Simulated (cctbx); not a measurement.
## Lattice, Laue class and space group of a new crystal

Cell: a = 13.9310 Å, b = 8.0650 Å, c = 6.4910 Å, α = 90.00°, β = 90.00°, γ = 90.00°. Expected content of the cell: Te12 Sn4 Cd4 Se4 Mn4.

The data are simulated with cctbx, not measured: Mo Kα, λ = 0.71073 Å, to d = 0.8 Å, 80 % of the full sphere, strongest reflection 20000 counts, noise from counting, a 4 % proportional error and a noise floor of 8 counts (s.d.); no absorption.

A first pass over the reflections prints:

```text
4731 reflections to d = 0.800 A
centring   violations  <I/sigma> of those
    A       1377 of  2368      8.5
    B       1250 of  2383      7.4
    C       1491 of  2377      8.5
    I       1449 of  2399      8.5
    R       1960 of  3170      8.6
    F       2059 of  3564      8.1
Laue class    unique    Rint  (classes that these axes allow; Friedel mates merged)
P -1             2841   0.035
P 1 2/m 1        1586   0.040
P 1 1 2/m        1610   0.042
P 2/m 1 1        1547   0.041
P m m m           903   0.045
space group    extra absences  I>4sigma  <I/sigma>
P 2 2 2                 0          0         -  acentric
P 2 2 21                8          0       0.0  acentric
P 21 2 2               14          0      -0.2  acentric
P 2 21 2                8          0       1.0  acentric
P 21 21 2              22          0       0.2  acentric
P 2 21 21              16          0       0.5  acentric
P 21 2 21              22          0      -0.1  acentric
P 21 21 21             30          0       0.2  acentric
P m m 2                 0          0         -  acentric
P 2 m m                 0          0         -  acentric
P m 2 m                 0          0         -  acentric
P 21 m a              224          0       0.1  acentric
P m 2 a               224          0       0.1  acentric
P n m 21              106          0       0.2  acentric
P n 21 m              106          0       0.2  acentric
P n 21 a              330          0       0.1  acentric
P m m m                 0          0         -  centric
P m m a               224          0       0.1  centric
P n m m :1            106          0       0.2  centric
P n m m :2            106          0       0.2  centric
P n m a               330          0       0.1  centric
Wilson B = 0.50 A^2   <|E^2-1|> = 1.031 (0.968 centric, 0.736 acentric)   E^2>4: 5.4 %
shell (A)         n   <I/sigma>
13.93 - 1.60    131     20.3
 1.60 - 1.27    119     19.9
 1.27 - 1.11    116     16.7
 1.11 - 1.01    109     17.1
 1.01 - 0.94    107     17.2
 0.94 - 0.88    116     17.4
 0.88 - 0.84    104     14.5
 0.84 - 0.80    101     18.2
```

Q: Read the symmetry from these tables.

Every centring test has many violations, so the lattice is primitive.

Rint stays low (0.035 to 0.045) up to P m m m, the highest class in these axes.

21 settings pass the absence test. The most absences obeyed, 330, belong to P n 21 a and P n m a, which absences can't tell apart.

⟨|E²−1|⟩ = 1.031 leans to a centrosymmetric structure. The Wilson B of 0.50 Å² means U ≈ 0.0063 Å².

The true group is Pnma (no. 62), Laue class mmm, centrosymmetric. The tables only narrow the choice to the tied entries; cell content, site symmetry and trial solutions must settle it.

The model was made for the exercise: a known structure type with other elements put in, its volume estimated, not relaxed; displacement parameters are assumed.

[Logs are printed without paths, hosts, clocks, repeated set-up lines and the standing remarks that a program may print on its own settings, such as how far it seeks lower states.]
